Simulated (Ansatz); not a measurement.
# Phonon transport in RaF2 (Fm-3m)

Wanted: κ(T), lifetimes and mean free paths for RaF2.

Main program and level: Ansatz 0.2.0; DFT PBE, scalar-relativistic, plane waves, PseudoDojo norm-conserving pseudopotentials.

The database entry behind the starting cell is an old determination (1936), so it need not match the best structure at ambient conditions.

## (1) Starting point

The structure is cubic, space group Fm-3m (No. 225). Conventional cell: a = 6.368 Å, b = 6.368 Å, c = 6.368 Å, α = 90.00°, β = 90.00°, γ = 90.00°. Ra has 8 F at 2.76 Å nearest. Nearest to F lie 4 Ra at 2.76 Å. Farther neighbours and most contacts between anions are not listed.

Structure file:

```cif
data_structure
_symmetry_space_group_name_H-M 'P 1'
_symmetry_Int_Tables_number 1
_cell_length_a 4.5029
_cell_length_b 4.5029
_cell_length_c 4.5029
_cell_angle_alpha 60.000
_cell_angle_beta 60.000
_cell_angle_gamma 60.000
_cell_volume 64.56
loop_
_atom_site_label
_atom_site_type_symbol
_atom_site_fract_x
_atom_site_fract_y
_atom_site_fract_z
_atom_site_occupancy
Ra1 Ra 0.00000 0.00000 0.00000 1
F2 F 0.25000 0.25000 0.25000 1
F3 F 0.75000 0.75000 0.75000 1
```

## (2) Probe on a coarse mesh

Before spending time, one coarse run tells the gap and the pressure of the starting cell.

Contents of input.yaml:

```yaml
crystal:
  lattice:
    - [0.0, 3.184, 3.184]
    - [3.184, 0.0, 3.184]
    - [3.184, 3.184, 0.0]
  atoms:
    - { symbol: Ra, position: [0.0, 0.0, 0.0] }
    - { symbol: F, position: [0.25, 0.25, 0.25] }
    - { symbol: F, position: [0.75, 0.75, 0.75] }
kpoints:
  mp_grid: { grid: [6, 6, 6] }
hamiltonian:
  xc: pbe
  pseudopotentials: { kind: nc, accuracy: standard }
scf:
  occupations: { method: gaussian, width: 0.1 }
  lower_state_search: "off"
output:
  forces: true
  stress: true
  eigenvalues: true
```

Launch:

```bash
$ ansatz run input.yaml --threads 18 --pin off --max-ram 92160MiB --backend cuda --events-out ev --progress --plain --runs-dir out
```

Numbers of over 12 decimals in the logs are rounded to 6 here.

Log:

```text
Engine: ansatz 0.2.0, aarch64-unknown-linux-gnu
Pseudopotentials: kind: nc
Pseudopotential: Ra, nc, valence charge 20, recommended cutoff 690 eV (normal), Ra.nc.azcp
Pseudopotential: F, nc, valence charge 7, recommended cutoff 1142.878222 eV (normal), F.nc.azcp (PseudoDojo's, or run here from an input of PseudoDojo's; its table is named by hamiltonian.pseudopotentials.accuracy)
Functional definition: PBE
  parameter kappa = 0.804
  parameter beta = 0.066725
  exchange = pbe_x(kappa = kappa, mu = beta*pi^2/3)
  correlation = pbe_c(beta = beta)
device memory: the entry about to start is reckoned to put 1.9 GiB on a device that reports 182.5 GiB free
GPU FFT provider: cuFFT
GPU libraries: cuBLAS 13.8.1, cuFFT 12.4.0, cuSOLVER 12.3.2
GPU matrix products: emulated (plane waves: as basis.precision tells), large ones in fixed point in workspaces of 1.00 GiB
Crystal: 3 atoms, lattice volume = 64.558 Å³
Basis set: ecut = 1142.878222 eV, 5769 PW (Γ), exchange–correlation on 100×100×100 points (8 copies of the dense FFT grid, shifted against one another)
Bands: 21, of which v1, the nominal top of the filled ones, is band 17 counted from 1 (16 counted from 0)
Symmetry: 48 space group operations
Space group: Fm-3m (ITA 225), of the structure as read, at distance tolerance 4.0e-5 Å
k-points: 16 of 216
Non-local potential: Ra, projectors of the file, l = 0: 2, l = 1: 2, l = 2: 2, l = 3: 2
Non-local potential: F, projectors of the file, l = 0: 2, l = 1: 2, l = 2: 1
Initial density: superposition of atomic densities (chi_scale 0.1, normalization cell, long waves kept (reshape's long-wave potential 0.00 eV rms))
Initial wavefunctions: pseudopotential atomic-orbital guess
GPU buffer pool allocated for 125000 grid points (all kernels)
GPU transforms: local potential and band sums: pruned to the plane-wave sphere, on 50×50×50
Functional: x = pbe(κ = 0.804, μ = 0.219515), c = pbe(β = 0.066725)
SCF iter   1: F=—  HF=-5211.556169 eV  |F-HF|=—  |Δ(HF+E_count)|=         —  Δρ=2.18e-1  dr2=2.98e1  ethr=3.10e-3  ⟨swp⟩=23.4  Hψ=4287  notcnv=0
preconditioner: auto → none  [insulator: Δε(μ)=2.596 eV  Ē_g=12.859 eV  σ=0.100 eV  W_gap=1.00  n_scr=14 (ndim 8)  ℏωp=21.7 eV  f_vac=0.026  D(μ)=0.00/eV (n_scr^D=0)  ε∞_Penn≈3.8]
SCF iter   2: F=—  HF=-5206.748670 eV  |F-HF|=—  |Δ(HF+E_count)|=    4.81e0  Δρ=1.62e-1  dr2=1.12e1  ethr=3.10e-3  ⟨swp⟩=7.8  Hψ=1843  notcnv=0
SCF iter   3: F=—  HF=-5203.313059 eV  |F-HF|=—  |Δ(HF+E_count)|=    3.44e0  Δρ=2.42e-2  dr2=4.14e-1  ethr=3.10e-3  ⟨swp⟩=4.9  Hψ=840  notcnv=0
SCF iter   4: F=—  HF=-5203.264758 eV  |F-HF|=—  |Δ(HF+E_count)|=   4.83e-2  Δρ=1.47e-2  dr2=9.15e-2  ethr=1.22e-3  ⟨swp⟩=3.9  Hψ=755  notcnv=0
SCF iter   5: F=—  HF=-5203.246939 eV  |F-HF|=—  |Δ(HF+E_count)|=   1.78e-2  Δρ=9.67e-4  dr2=7.42e-4  ethr=2.69e-4  ⟨swp⟩=2.1  Hψ=719  notcnv=0
SCF iter   6: F=—  HF=-5203.247614 eV  |F-HF|=—  |Δ(HF+E_count)|=   6.75e-4  Δρ=2.96e-4  dr2=5.57e-5  ethr=2.18e-6  ⟨swp⟩=3.5  Hψ=689  notcnv=0
SCF iter   7: F=—  HF=-5203.247661 eV  |F-HF|=—  |Δ(HF+E_count)|=   4.76e-5  Δρ=9.06e-5  dr2=5.73e-6  ethr=1.64e-7  ⟨swp⟩=3.2  Hψ=627  notcnv=0
SCF iter   8: F=—  HF=-5203.247662 eV  |F-HF|=—  |Δ(HF+E_count)|=   3.54e-7  Δρ=2.72e-5  dr2=5.08e-7  ethr=1.69e-8  ⟨swp⟩=3.4  Hψ=624  notcnv=0
SCF iter   9: F=-5203.247661 eV  HF=-5203.247661 eV  |F-HF|=2.30e-8  |Δ(HF+E_count)|=   3.81e-8  Δρ=6.59e-6  dr2=2.84e-8  ethr=2.94e-10  ⟨swp⟩=20.3  Hψ=3357  notcnv=0
SCF 1 converged in 9 iterations: F = -5203.247661 eV  dr2 = 2.84e-8
SCF converged after 9 iterations
Free energy (F): -5203.247661 eV
Harris-Foulkes:  -5203.247661 eV  (|F-HF|=2.30e-8)
Internal energy: -5203.247661 eV  (E = F + TS)
E sigma→0 (E₀):  -5203.247661 eV
Fermi energy:    8.170967 eV
--- Per-component energies (eV) ---
  E_band       = -583.705329
  E_kinetic    = 2270.674522
  E_local      = -4176.437402  (includes V_loc(G=0)·N_el)
  E_nonlocal   = -633.962365
  E_hartree    = 1371.644034
  E_xc         = -825.163382
  E_vxc        = -787.262739  (∫ρ·V_xc dr)
  E_ewald      = -3210.003068
  E_smearing   = -0.000000  (= −TS)
  E_closure    = -0.000000  (closes the sum)
  Σ components = -5203.247661   (vs F -5203.247661, Δ=0.00e0)
--- Forces (eV/Å), atoms counted from 1 ---
  atom   1  Ra     0.00000000     0.00000000     0.00000000
  atom   2  F      0.00000000     0.00000000     0.00000000
  atom   3  F      0.00000000    -0.00000000    -0.00000000
  max |Σ_I F_I| component: 1.30e-16 eV/Å
--- Stress (GPa, compression-positive) ---
        1.731035      -0.000000      -0.000000
        0.000000       1.731035       0.000000
        0.000000      -0.000000       1.731035
  P = ⅓ Tr σ = 1.7310 GPa (17.310 kbar)
--- Band table (eV; the first three rows and the last of 16) ---
  k-point 0: bands = [... 13 lower, 3.6974, 4.9706, 4.9706, 4.9706, 11.2246, 14.9650, 14.9650, 17.0630]
  k-point 1: bands = [... 13 lower, 3.9815, 4.7813, 4.9637, 4.9637, 11.8901, 14.8652, 14.8652, 16.6509]
  k-point 2: bands = [... 13 lower, 4.4302, 4.6059, 4.9801, 4.9801, 13.1960, 14.7652, 14.7652, 15.5292]
  k-point 15: bands = [... 13 lower, 4.7665, 4.7956, 4.8584, 4.9247, 12.5969, 14.9758, 15.6615, 16.2383]
```

It took 1.4 s on 1 × NVIDIA GB200 with 18 threads of Arm Neoverse V2, shared host; peak memory 1.1 GiB; 1.9 s of CPU time.

Reading the cycles: dr2 is the Hartree energy of the density residual (eV), the measure of convergence; HF is the Harris–Foulkes estimate of the energy, which meets the free energy F at convergence.

This step gave:

```
pressure          : 1.731 GPa
gap on the k-mesh : 6.113 eV
volume per atom   : 21.52 Å³/atom
```

The start is under 1.7 GPa at this level and looks like an insulator or semiconductor on this mesh.

## (3) The given cell once more, occupations Gaussian, smearing width 0.02 eV

The cell is kept at the size of the database entry and symmetry fixes every atom, so there is nothing to relax; the run only refines mesh or occupations.

input.yaml, as its differences from that of step 2:

```diff
@@ -15,3 +15,3 @@
 scf:
-  occupations: { method: gaussian, width: 0.1 }
+  occupations: { method: gaussian, width: 0.02 }
   lower_state_search: "off"
```

Log:

```text
[...]
GPU FFT provider: cuFFT
GPU libraries: cuBLAS 13.8.1, cuFFT 12.4.0, cuSOLVER 12.3.2
[...]
Crystal: 3 atoms, lattice volume = 64.558 Å³
Basis set: ecut = 1142.878222 eV, 5769 PW (Γ), exchange–correlation on 100×100×100 points (8 copies of the dense FFT grid, shifted against one another)
Bands: 21, of which v1, the nominal top of the filled ones, is band 17 counted from 1 (16 counted from 0)
Symmetry: 48 space group operations
[...]
k-points: 16 of 216
[...]
GPU buffer pool allocated for 125000 grid points (all kernels)
[...]
SCF iter   1: F=—  HF=-5211.556704 eV  |F-HF|=—  |Δ(HF+E_count)|=         —  Δρ=2.18e-1  dr2=2.98e1  ethr=3.10e-3  ⟨swp⟩=24.8  Hψ=4456  notcnv=0
[...]
SCF iter   9: F=-5203.247661 eV  HF=-5203.247661 eV  |F-HF|=1.52e-8  |Δ(HF+E_count)|=   6.05e-8  Δρ=5.61e-6  dr2=1.90e-8  ethr=2.94e-10  ⟨swp⟩=18.0  Hψ=3116  notcnv=0
SCF 1 converged in 9 iterations: F = -5203.247661 eV  dr2 = 1.90e-8
SCF converged after 9 iterations
Free energy (F): -5203.247661 eV
[...]
Internal energy: -5203.247661 eV  (E = F + TS)
E sigma→0 (E₀):  -5203.247661 eV
Fermi energy:    8.168368 eV
[...]
--- Stress (GPa, compression-positive) ---
        1.731077      -0.000000      -0.000000
       -0.000000       1.731077       0.000000
       -0.000000       0.000000       1.731077
  P = ⅓ Tr σ = 1.7311 GPa (17.311 kbar)
--- Band table (eV; the first three rows and the last of 16) ---
  k-point 0: bands = [... 13 lower, 3.6974, 4.9707, 4.9707, 4.9707, 11.2246, 14.9649, 14.9650, 17.0630]
  k-point 1: bands = [... 13 lower, 3.9815, 4.7814, 4.9637, 4.9637, 11.8901, 14.8652, 14.8652, 16.6509]
  k-point 2: bands = [... 13 lower, 4.4303, 4.6060, 4.9802, 4.9802, 13.1961, 14.7652, 14.7652, 15.5292]
  k-point 15: bands = [... 13 lower, 4.7666, 4.7956, 4.8584, 4.9247, 12.5969, 14.9758, 15.6616, 16.2383]
```

Wall time 1.4 s (1 × NVIDIA GB200 with 18 threads); peak memory 1 GiB; 1.9 s of CPU time.

The static pressure at this volume is 1.7 GPa, so this functional's own equilibrium cell is larger.

## (4) The given cell once more, occupations fixed

The cell is kept at the size of the database entry and symmetry fixes every atom, so there is nothing to relax; the run only refines mesh or occupations.

input.yaml, as its differences from that of step 3:

```diff
@@ -15,3 +15,3 @@
 scf:
-  occupations: { method: gaussian, width: 0.02 }
+  occupations: { method: fixed }
   lower_state_search: "off"
```

Log:

```text
[...]
GPU FFT provider: cuFFT
GPU libraries: cuBLAS 13.8.1, cuFFT 12.4.0, cuSOLVER 12.3.2
[...]
Crystal: 3 atoms, lattice volume = 64.558 Å³
Basis set: ecut = 1142.878222 eV, 5769 PW (Γ), exchange–correlation on 100×100×100 points (8 copies of the dense FFT grid, shifted against one another)
Bands: 21, of which v1, the nominal top of the filled ones, is band 17 counted from 1 (16 counted from 0)
Symmetry: 48 space group operations
[...]
k-points: 16 of 216
[...]
GPU buffer pool allocated for 125000 grid points (all kernels)
[...]
SCF iter   1: F=—  HF=-5211.539047 eV  |F-HF|=—  |Δ(HF+E_count)|=         —  Δρ=2.16e-1  dr2=2.91e1  ethr=3.10e-3  ⟨swp⟩=12.4  Hψ=3132  notcnv=0  defer=35
[...]
SCF iter   9: F=-5203.247661 eV  HF=-5203.247661 eV  |F-HF|=1.18e-9  |Δ(HF+E_count)|=   2.78e-8  Δρ=2.96e-6  dr2=2.15e-9  ethr=2.94e-10  ⟨swp⟩=8.6  Hψ=1926  notcnv=0
SCF 1 converged in 9 iterations: F = -5203.247661 eV  dr2 = 2.15e-9
SCF converged after 9 iterations
Free energy (F): -5203.247661 eV
[...]
Internal energy: -5203.247661 eV  (E = F + TS)
E sigma→0 (E₀):  -5203.247661 eV
Fermi energy:    5.112042 eV
[...]
--- Stress (GPa, compression-positive) ---
        1.731195       0.000000      -0.000000
       -0.000000       1.731195      -0.000000
        0.000000       0.000000       1.731195
  P = ⅓ Tr σ = 1.7312 GPa (17.312 kbar)
--- Band table (eV; the first three rows and the last of 16) ---
  k-point 0: bands = [... 13 lower, 3.6975, 4.9708, 4.9708, 4.9708, 11.2246, 14.9650, 14.9650, 17.0630]
  k-point 1: bands = [... 13 lower, 3.9816, 4.7815, 4.9638, 4.9638, 11.8901, 14.8652, 14.8652, 16.6510]
  k-point 2: bands = [... 13 lower, 4.4304, 4.6061, 4.9803, 4.9803, 13.1961, 14.7652, 14.7652, 15.5293]
  k-point 15: bands = [... 13 lower, 4.7667, 4.7958, 4.8585, 4.9248, 12.5969, 14.9758, 15.6616, 16.2383]
```

Elapsed: 1.4 s, on 1 × NVIDIA GB200 with 18 threads; peak memory 1 GiB; 1.9 s of CPU time.

The static pressure at this volume is 1.7 GPa, so this functional's own equilibrium cell is larger.

(Continued in part 2 of 3.)

[Logs are printed without paths, hosts, clocks, repeated set-up lines and the standing remarks that a program may print on its own settings, such as how far it seeks lower states.]

[Hosts, paths, dates, database ids (printed as entryN), source tags and the programs' standing remarks are cut or masked in the printed files.]

[A step with changed settings may run another functional than the one named; its input shows which.]
